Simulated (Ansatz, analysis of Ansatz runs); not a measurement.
# Reproducing a measured hyperfine coupling: Mn2+ on a Ca site in CaO

Aim: the hyperfine coupling of the Mn2+ on a Ca site in CaO, to be set beside the measurement. Set-up: HSE06 on PBE structures, 64-site cell, PBE lattice, 420 eV, k: 2x2x2 shifted 0.5 0.5 0.5 then the zone centre alone. The model is a cell of 64 host atoms with 1 Ca taken out and 1 Mn put in. The isotropic coupling follows from the spin density at the nucleus, the nuclear g-factor and the total spin. Exact exchange opens the gap, stiffens bonds and lessens the self-interaction error, at many times the cost.

What was measured. 55Mn, isotropic, printed as −80.8 10^-4 cm^-1: -242.2 MHz at 300 K, by EPR (room temperature) (quoted in “Parallel-mode EPR spectra of the hexaaqua manganese(II) Ion in tetrahedral symmetry”, 2024, Margrete Juel Henrichsen, Jesper Bendix, Høgni Weihe, quoting earlier work (1979)). The calculation is set beside it at the end.

Program: Ansatz 0.2.0. Level of theory: plane-wave PAW DFT, PBE; relaxation of all atoms of a defect supercell. Results are calculated unless marked as measured.

## Step 1: Starting point

The cell holds 64 atoms: 31 Ca, 32 O and 1 Mn. Cell: a = 9.662 Å, b = 9.662 Å, c = 9.662 Å, α = 90.0°, β = 90.0°, γ = 90.0°. It derives from CaO (space group Fm-3m). Nearest the centre at fractional (0.500, 0.500, 0.500): Mn57 at 0.00 Å, O61 at 2.42 Å, O31 at 2.42 Å, O46 at 2.42 Å, O53 at 2.42 Å, O62 at 2.42 Å, O63 at 2.42 Å, Ca27 at 3.42 Å.

The host's primitive cell comes from a first run (plane-wave PAW DFT, PBE; relaxation of the host's cell and atoms): vectors of 3.416, 3.416 and 3.416 Å. That is 14.09 Å³ an atom. The supercell is built on it.

## Step 2: Relaxation, charge 0

Every later number rests on the structure around the defect, so the atoms are relaxed at the host's lattice first.

File relax/input.yaml:

```yaml
relax:
  f_tol: 0.02
  max_steps: 80
  escape_saddle: false
crystal:
  lattice:
    - [9.66155722, 0.0, 0.0]
    - [0.0, 9.66155722, 0.0]
    - [0.0, 0.0, 9.66155722]
  atoms:
    - { symbol: Ca, position: [0.0, 0.0, 0.0] }
    - { symbol: Ca, position: [0.0, 0.25, 0.25] }
    - { symbol: Ca, position: [0.25, 0.0, 0.25] }
    - { symbol: Ca, position: [0.25, 0.25, 0.0] }
    - { symbol: O, position: [0.0, 0.0, 0.25] }
    - { symbol: O, position: [0.0, 0.25, 0.0] }
    - { symbol: O, position: [0.25, 0.0, 0.0] }
    - { symbol: O, position: [0.25, 0.25, 0.25] }
    - { symbol: Ca, position: [0.0, 0.0, 0.5] }
    - { symbol: Ca, position: [0.0, 0.25, 0.75] }
    - { symbol: Ca, position: [0.25, 0.0, 0.75] }
    - { symbol: Ca, position: [0.25, 0.25, 0.5] }
    - { symbol: O, position: [0.0, 0.0, 0.75] }
    - { symbol: O, position: [0.0, 0.25, 0.5] }
    - { symbol: O, position: [0.25, 0.0, 0.5] }
    - { symbol: O, position: [0.25, 0.25, 0.75] }
    - { symbol: Ca, position: [0.0, 0.5, 0.0] }
    - { symbol: Ca, position: [0.0, 0.75, 0.25] }
    - { symbol: Ca, position: [0.25, 0.5, 0.25] }
    - { symbol: Ca, position: [0.25, 0.75, 0.0] }
    - { symbol: O, position: [0.0, 0.5, 0.25] }
    - { symbol: O, position: [0.0, 0.75, 0.0] }
    - { symbol: O, position: [0.25, 0.5, 0.0] }
    - { symbol: O, position: [0.25, 0.75, 0.25] }
    - { symbol: Ca, position: [0.0, 0.5, 0.5] }
    - { symbol: Ca, position: [0.0, 0.75, 0.75] }
    - { symbol: Ca, position: [0.25, 0.5, 0.75] }
    - { symbol: Ca, position: [0.25, 0.75, 0.5] }
    - { symbol: O, position: [0.0, 0.5, 0.75] }
    - { symbol: O, position: [0.0, 0.75, 0.5] }
    - { symbol: O, position: [0.25, 0.5, 0.5] }
    - { symbol: O, position: [0.25, 0.75, 0.75] }
    - { symbol: Ca, position: [0.5, 0.0, 0.0] }
    - { symbol: Ca, position: [0.5, 0.25, 0.25] }
    - { symbol: Ca, position: [0.75, 0.0, 0.25] }
    - { symbol: Ca, position: [0.75, 0.25, 0.0] }
    - { symbol: O, position: [0.5, 0.0, 0.25] }
    - { symbol: O, position: [0.5, 0.25, 0.0] }
    - { symbol: O, position: [0.75, 0.0, 0.0] }
    - { symbol: O, position: [0.75, 0.25, 0.25] }
    - { symbol: Ca, position: [0.5, 0.0, 0.5] }
    - { symbol: Ca, position: [0.5, 0.25, 0.75] }
    - { symbol: Ca, position: [0.75, 0.0, 0.75] }
    - { symbol: Ca, position: [0.75, 0.25, 0.5] }
    - { symbol: O, position: [0.5, 0.0, 0.75] }
    - { symbol: O, position: [0.5, 0.25, 0.5] }
    - { symbol: O, position: [0.75, 0.0, 0.5] }
    - { symbol: O, position: [0.75, 0.25, 0.75] }
    - { symbol: Ca, position: [0.5, 0.5, 0.0] }
    - { symbol: Ca, position: [0.5, 0.75, 0.25] }
    - { symbol: Ca, position: [0.75, 0.5, 0.25] }
    - { symbol: Ca, position: [0.75, 0.75, 0.0] }
    - { symbol: O, position: [0.5, 0.5, 0.25] }
    - { symbol: O, position: [0.5, 0.75, 0.0] }
    - { symbol: O, position: [0.75, 0.5, 0.0] }
    - { symbol: O, position: [0.75, 0.75, 0.25] }
    - { symbol: Mn, position: [0.5, 0.5, 0.5], spin: 5.0 }
    - { symbol: Ca, position: [0.5, 0.75, 0.75] }
    - { symbol: Ca, position: [0.75, 0.5, 0.75] }
    - { symbol: Ca, position: [0.75, 0.75, 0.5] }
    - { symbol: O, position: [0.5, 0.5, 0.75] }
    - { symbol: O, position: [0.5, 0.75, 0.5] }
    - { symbol: O, position: [0.75, 0.5, 0.5] }
    - { symbol: O, position: [0.75, 0.75, 0.75] }
basis:
  ecutwfc: 420
  xc_grid: 2
hamiltonian:
  xc: pbe
kpoints:
  mp_grid: { grid: [2, 2, 2], shift: [0.5, 0.5, 0.5] }
magnetization:
  spin_polarized: true
  initial_magnetization: 5
  spin_locking: { lock_magnetization: hard }
scf:
  occupations: { method: fermi_dirac, width: 0.01 }
  max_iter: 120
output:
  forces: true
checkpoint:
  write: "../relax.run"
  compress: false
  write_wavefunctions: true
  write_every: 100000
```

Started as:

```
ansatz run input.yaml --threads 4 --pin off --max-ram 7536MiB --backend cpu --events-out ev --progress --plain --runs-dir out
```

Numbers of over 12 decimals in the logs are rounded to 6 here.

What it wrote:

```text
[... repeated set-up lines and file paths are left out, and long positions are rounded to six places ...]
Engine: ansatz 0.2.0, aarch64-unknown-linux-gnu
Pseudopotentials: kind: paw
Pseudopotential: Ca, paw, valence charge 10, recommended cutoff 420 eV (normal), Ca.paw.azcp
Pseudopotential: O, paw, valence charge 6, recommended cutoff 420 eV (normal), O.paw.azcp
Pseudopotential: Mn, paw, valence charge 15, recommended cutoff 420 eV (normal), Mn.paw.azcp
Functional definition: PBE
  parameter kappa = 0.804
  parameter beta = 0.066725
  exchange = pbe_x(kappa = kappa, mu = beta*pi^2/3)
  correlation = pbe_c(beta = beta)
Crystal: 64 atoms, lattice volume = 901.865 Å³
Basis set: ecut = 420 eV, 17557 PW (Γ), exchange–correlation on 144×144×144 points (8 copies of the dense FFT grid, shifted against one another)
Bands: 325, of which v1, the nominal top of the filled ones, is band 259 counted from 1 (258 counted from 0)
Symmetry: 48 space group operations
Space group: Pm-3m (ITA 221), of the structure as read, at distance tolerance 9.7e-5 Å
Magnetic group: BNS 221.92 (UNI 1594), of the structure as read, at distance tolerance 9.7e-5 Å
k-points: 1 of 8
Non-local potential: Ca, projectors of the file, l = 0: 3, l = 1: 2, l = 2: 2
Non-local potential: O, projectors of the file, l = 0: 2, l = 1: 2, l = 2: 1
Non-local potential: Mn, projectors of the file, l = 0: 3, l = 1: 2, l = 2: 3, l = 3: 1
PAW form: soft (Blöchl's): semilocal exchange-correlation on the pseudo side does not see the compensation charge
PAW one-centre angular grid: Ca, 110 points (default); XC on 64 Gauss nodes
PAW one-centre angular grid: O, 110 points (default); XC on 64 Gauss nodes
PAW one-centre angular grid: Mn, 590 points (default); XC on 64 Gauss nodes
Initial density: superposition of atomic densities (chi_scale 0.1, normalization cell, long waves kept (reshape's long-wave potential 0.06 eV rms))
Starting moments: Σ|m| = 5 μB on 1 of 64 sites
Initial wavefunctions: pseudopotential atomic-orbital guess
Functional: x = pbe(κ = 0.804, μ = 0.219515), c = pbe(β = 0.066725)
SCF iter   1: F=—  HF=-78506.585820 eV  |F-HF|=—  |Δ(HF+E_count)|=         —  Δρ=5.20e-2 (↑5.20e-2 ↓5.18e-2)  dr2=9.16e1  dr2_m=6.82e-2  M=5.000 μB ∫|m|=5.030 μB  β_m=0.30  ethr=3.10e-3  ⟨swp⟩=7.0  Hψ=2752  notcnv=0  defer=80
preconditioner: auto → Resta (q_TF=auto, 2.487 Å⁻¹)  ε∞=3.5  [insulator: Δε(μ)=1.768 eV  Ē_g=16.387 eV  σ=0.010 eV  W_gap=1.00  n_scr=250 (ndim 8)  ℏωp=26.1 eV  f_vac=0.000  D(μ)=0.00/eV (n_scr^D=0)  ε∞_Penn≈3.5]
spin=Collinear: Resta preconditioning applied to the charge; magnetization (m = ρ↑ − ρ↓) channel mixes plain (no charge-response kernel on spin).
SCF iter   2: F=—  HF=-78487.921285 eV  |F-HF|=—  |Δ(HF+E_count)|=    1.87e1  Δρ=1.89e-2 (↑1.89e-2 ↓1.87e-2)  dr2=1.47e1  dr2_m=7.85e-3  M=5.000 μB ∫|m|=5.016 μB  β_m=0.36  ethr=3.10e-3  ⟨swp⟩=2.5  Hψ=1282  notcnv=0  defer=121
SCF iter   3: F=—  HF=-78485.365458 eV  |F-HF|=—  |Δ(HF+E_count)|=    2.56e0  Δρ=1.08e-2 (↑1.07e-2 ↓1.08e-2)  dr2=5.03e0  dr2_m=4.07e-3  M=5.000 μB ∫|m|=5.025 μB  β_m=0.59  ethr=2.84e-3  ⟨swp⟩=3.0  Hψ=1170  notcnv=0  defer=121
SCF iter   4: F=—  HF=-78485.256169 eV  |F-HF|=—  |Δ(HF+E_count)|=   1.09e-1  Δρ=3.81e-3 (↑3.81e-3 ↓3.57e-3)  dr2=3.95e-1  dr2_m=1.98e-3  M=5.000 μB ∫|m|=5.045 μB  β_m=0.67  ethr=9.74e-4  ⟨swp⟩=4.5  Hψ=1176  notcnv=0  defer=121
SCF iter   5: F=—  HF=-78485.366181 eV  |F-HF|=—  |Δ(HF+E_count)|=   1.10e-1  Δρ=2.26e-3 (↑2.11e-3 ↓2.26e-3)  dr2=1.55e-1  dr2_m=8.26e-4  M=5.000 μB ∫|m|=5.052 μB  β_m=0.62  ethr=7.64e-5  ⟨swp⟩=4.5  Hψ=1034  notcnv=0  defer=118
SCF iter   6: F=—  HF=-78485.373449 eV  |F-HF|=—  |Δ(HF+E_count)|=         —  Δρ=4.43e-4 (↑4.43e-4 ↓3.32e-4)  dr2=3.88e-3  dr2_m=9.88e-5  M=5.000 μB ∫|m|=5.055 μB  β_m=0.62  ethr=2.99e-5  ⟨swp⟩=2.0  Hψ=924  notcnv=0  defer=118
SCF iter   7: F=—  HF=-78485.377535 eV  |F-HF|=—  |Δ(HF+E_count)|=   4.09e-3  Δρ=1.85e-4 (↑1.85e-4 ↓1.73e-4)  dr2=8.82e-4  dr2_m=1.04e-5  M=5.000 μB ∫|m|=5.055 μB  β_m=0.77  ethr=7.50e-7  ⟨swp⟩=2.5  Hψ=1190  notcnv=0  defer=118
SCF iter   8: F=—  HF=-78485.379044 eV  |F-HF|=—  |Δ(HF+E_count)|=   1.51e-3  Δρ=1.53e-4 (↑1.53e-4 ↓8.89e-5)  dr2=3.34e-4  dr2_m=1.39e-5  M=5.000 μB ∫|m|=5.055 μB  β_m=0.68  ethr=1.71e-7  ⟨swp⟩=2.5  Hψ=1183  notcnv=0  defer=118
SCF iter   9: F=—  HF=-78485.379127 eV  |F-HF|=—  |Δ(HF+E_count)|=   8.29e-5  Δρ=2.07e-5 (↑2.07e-5 ↓1.52e-5)  dr2=4.87e-6  dr2_m=5.97e-7  M=5.000 μB ∫|m|=5.055 μB  β_m=0.82  ethr=6.47e-8  ⟨swp⟩=2.0  Hψ=1175  notcnv=0  defer=118
SCF iter  10: F=-78485.379135 eV  HF=-78485.379137 eV  |F-HF|=1.82e-6  |Δ(HF+E_count)|=   1.00e-5  Δρ=9.38e-6 (↑9.38e-6 ↓8.98e-6)  dr2=2.42e-6  dr2_m=1.45e-8  M=5.000 μB ∫|m|=5.055 μB  ethr=9.43e-10  ⟨swp⟩=1.0  Hψ=1825  notcnv=0
SCF 1 converged in 10 iterations: F = -78485.379135 eV  dr2 = 2.42e-6
  greatest PAW one-centre occupation: 1.004 electrons in one spin orbital (limit 2), on the Mn atom at site 56 (counted from 0), in its partial waves of l = 1
relax step   1: F+E_penalty+E_count = -78485.37913541 eV  Δ(F+E_penalty+E_count) = +0.000e0 eV  max|allowed force component| = 3.095e-1 eV/Å  Δτ_max = 0.0000 Å  (10 SCF iters, dr2 threshold 1.00e-5 eV, accepted)
[... the SCF cycles and remarks between the steps are left out from here to the last step ...]
relax step   2: F+E_penalty+E_count = -78485.45469270 eV  Δ(F+E_penalty+E_count) = -7.556e-2 eV  max|allowed force component| = 8.445e-2 eV/Å  Δτ_max = 0.0425 Å  (7 SCF iters, dr2 threshold 5.99e-6 eV, accepted)
relax step   3: F+E_penalty+E_count = -78485.46209398 eV  Δ(F+E_penalty+E_count) = -7.401e-3 eV  max|allowed force component| = 4.974e-2 eV/Å  Δτ_max = 0.0146 Å  (7 SCF iters, dr2 threshold 4.46e-7 eV, accepted)
SCF iter   1: F=—  HF=-78485.462069 eV  |F-HF|=—  |Δ(HF+E_count)|=         —  Δρ=1.25e-4 (↑1.12e-4 ↓1.25e-4)  dr2=3.91e-4  dr2_m=3.36e-6  M=5.000 μB ∫|m|=5.056 μB  β_m=0.65  ethr=4.59e-7  ⟨swp⟩=5.0  Hψ=1527  notcnv=0  defer=120
SCF iter   2: F=—  HF=-78485.463373 eV  |F-HF|=—  |Δ(HF+E_count)|=   1.30e-3  Δρ=4.45e-5 (↑3.97e-5 ↓4.45e-5)  dr2=3.22e-5  dr2_m=4.66e-7  M=5.000 μB ∫|m|=5.056 μB  β_m=0.54  ethr=7.56e-8  ⟨swp⟩=2.0  Hψ=1176  notcnv=0  defer=120
SCF iter   3: F=—  HF=-78485.463374 eV  |F-HF|=—  |Δ(HF+E_count)|=   1.65e-6  Δρ=1.95e-5 (↑1.78e-5 ↓1.95e-5)  dr2=8.45e-6  dr2_m=1.87e-7  M=5.000 μB ∫|m|=5.056 μB  β_m=0.62  ethr=6.22e-9  ⟨swp⟩=2.0  Hψ=878  notcnv=0  defer=120
SCF iter   4: F=—  HF=-78485.463375 eV  |F-HF|=—  |Δ(HF+E_count)|=   6.05e-7  Δρ=8.93e-6 (↑8.93e-6 ↓8.47e-6)  dr2=2.45e-6  dr2_m=8.50e-8  M=5.000 μB ∫|m|=5.056 μB  β_m=0.62  ethr=1.63e-9  ⟨swp⟩=2.0  Hψ=909  notcnv=0  defer=120
SCF iter   5: F=—  HF=-78485.463374 eV  |F-HF|=—  |Δ(HF+E_count)|=   3.77e-7  Δρ=2.28e-6 (↑2.15e-6 ↓2.28e-6)  dr2=1.06e-7  dr2_m=1.66e-8  M=5.000 μB ∫|m|=5.056 μB  β_m=0.75  ethr=4.73e-10  ⟨swp⟩=2.0  Hψ=895  notcnv=0  defer=120
SCF iter   6: F=-78485.463374 eV  HF=-78485.463374 eV  |F-HF|=3.70e-8  |Δ(HF+E_count)|=   2.73e-8  Δρ=1.22e-6 (↑1.06e-6 ↓1.22e-6)  dr2=4.64e-8  dr2_m=3.75e-10  M=5.000 μB ∫|m|=5.056 μB  ethr=1.93e-11  ⟨swp⟩=1.5  Hψ=1700  notcnv=0
SCF 4 converged in 6 iterations: F = -78485.463374 eV  dr2 = 4.64e-8
relax step   4: F+E_penalty+E_count = -78485.46337446 eV  Δ(F+E_penalty+E_count) = -1.280e-3 eV  max|allowed force component| = 8.491e-3 eV/Å  Δτ_max = 0.0044 Å  (6 SCF iters, accepted)
NSCF: frozen V_eff on 1 k-points
the band table was solved once a step of the walk had ended and its energy, with any forces and stress, was formed, with the checks that follow a solve (2793 applications of the Hamiltonian). They found nothing against the state; [...]
SCF converged after 6 iterations
Stability checked in part: among states of this total moment the steps that led to this state did not find it unstable. No probe was made; neither looks for a lower state of another moment (fixed_total_moment; see scf.lower_state_search)
Magnetization: 5.0000 μB (261.0000 up, 256.0000 down)
Absolute magnetization: 5.0576 μB (∫|ρ↑−ρ↓|, with the PAW one-centre terms)
Spin contamination: 0.0073 ħ² per cell (⟨S²⟩ above its minimum at these occupations)
Per-site moments (μB) at R_I (Å): [(-4.5355965707117927e-7, 0.997191), (-1.8491437335837763e-6, 0.995405), (-1.8491437335007974e-6, 0.995405), [... 61 left out ...]
Free energy (F): -78485.463374 eV
Harris-Foulkes:  -78485.463374 eV  (|F-HF|=3.70e-8)
Internal energy: -78485.463374 eV  (E = F + TS)
E sigma→0 (E₀):  -78485.463374 eV
Fermi energy:    9.986174 (↑ 10.252084, ↓ 9.256769) eV
--- Per-component energies (eV) ---
  E_band       = -3543.044107
  E_kinetic    = 14592.483104
  E_local      = -30733.040416  (includes V_loc(G=0)·N_el)
  E_nonlocal   = 3756.622188
  E_hartree    = 10416.321138
  E_xc         = -6790.324093
  E_vxc        = -8546.002483  (∫ρ·V_xc dr)
  E_paw        = -32969.220519  (= ΣΔE_a)
  E_vpaw       = -3445.818780  (= ΣTr[D̂ρ^β])
  E_aug_tail   = 0.076411  (compensation charges beyond the density's cutoff)
  E_ewald      = -36758.381187
  E_smearing   = -0.000000  (= −TS)
  E_closure    = 0.000000  (closes the sum)
  Σ components = -78485.463374   (vs F -78485.463374, Δ=0.00e0)
--- Forces (eV/Å), atoms counted from 1 ---
  atom   1  Ca     0.00000000    -0.00000000    -0.00000000
  atom   2  Ca     0.00000000     0.00266723     0.00266723
  [... 9 atoms left out ...]
  atom  12  Ca     0.00166975     0.00166975     0.00000000
  [... 18 atoms left out ...]
  atom  31  O     -0.00262227    -0.00000000     0.00000000
  [... 2 atoms left out ...]
  atom  34  Ca    -0.00000000     0.00166975     0.00166975
  [... 7 atoms left out ...]
  atom  42  Ca    -0.00000000     0.00166975    -0.00166975
  [... 3 atoms left out ...]
  atom  46  O      0.00000000    -0.00262227     0.00000000
  [... 6 atoms left out ...]
  atom  53  O     -0.00000000     0.00000000    -0.00262227
  [... 3 atoms left out ...]
  atom  57  Mn     0.00000000    -0.00000000     0.00000000
  [... 3 atoms left out ...]
  atom  61  O     -0.00000000     0.00000000     0.00262227
  atom  62  O     -0.00000000     0.00262227     0.00000000
  atom  63  O      0.00262227     0.00000000    -0.00000000
  [... 1 atom left out ...]
  max |Σ_I F_I| component: 5.85e-18 eV/Å
--- Band table (eV) ---
  k-point 0 ↑: bands = ["-71.8100", "-40.5648", "-40.5648", "-40.5648", [... 317 left out ...] "14.8939", "14.9046", "14.9269", "14.9269"]
  k-point 0 ↓: bands = ["-66.9181", "-35.7662", "-35.7662", "-35.7662", [... 317 left out ...] "14.9013", "14.9076", "14.9469", "14.9476"]
--- Relaxed structure (4 steps of the walk, 4 accepted, 0 SCFs on fresh bases) ---
  F+E_penalty+E_count = -78485.46337446 eV   max|allowed force component| = 8.491e-3 eV/Å
  atoms:
    - { symbol: Ca, position: [0, 0, 0] }
    - { symbol: Ca, position: [0, 0.250239, 0.250239] }
    [... 9 atoms left out ...]
    - { symbol: Ca, position: [0.252036, 0.252036, 0.5] }
    [... 18 atoms left out ...]
    - { symbol: O, position: [0.255449, 0.5, 0.5] }
    [... 2 atoms left out ...]
    - { symbol: Ca, position: [0.5, 0.252036, 0.252036] }
    [... 7 atoms left out ...]
    - { symbol: Ca, position: [0.5, 0.252036, 0.747964] }
    [... 3 atoms left out ...]
    - { symbol: O, position: [0.5, 0.255449, 0.5] }
    [... 6 atoms left out ...]
    - { symbol: O, position: [0.5, 0.5, 0.255449] }
    [... 3 atoms left out ...]
    - { symbol: Mn, position: [0.5, 0.5, 0.5] }
    [... 3 atoms left out ...]
    - { symbol: O, position: [0.5, 0.5, 0.744551] }
    - { symbol: O, position: [0.5, 0.744551, 0.5] }
    - { symbol: O, position: [0.744551, 0.5, 0.5] }
    [... 1 atom left out ...]
```

Elapsed: 70 s, on 4 threads of Arm Neoverse V1, shared host; peak memory 2.8 GiB; 4.6 min of CPU time.

(Continued in part 2 of 2.)

[Logs are printed without paths, hosts, clocks, repeated set-up lines and the standing remarks that a program may print on its own settings, such as how far it seeks lower states.]

[Hosts, paths, dates, database ids (printed as entryN), source tags and the programs' standing remarks are cut or masked in the printed files.]

[For some hosts the program warned that the k-mesh of the response run may be too coarse for force constants and the static dielectric constant; such warnings are not shown here.]
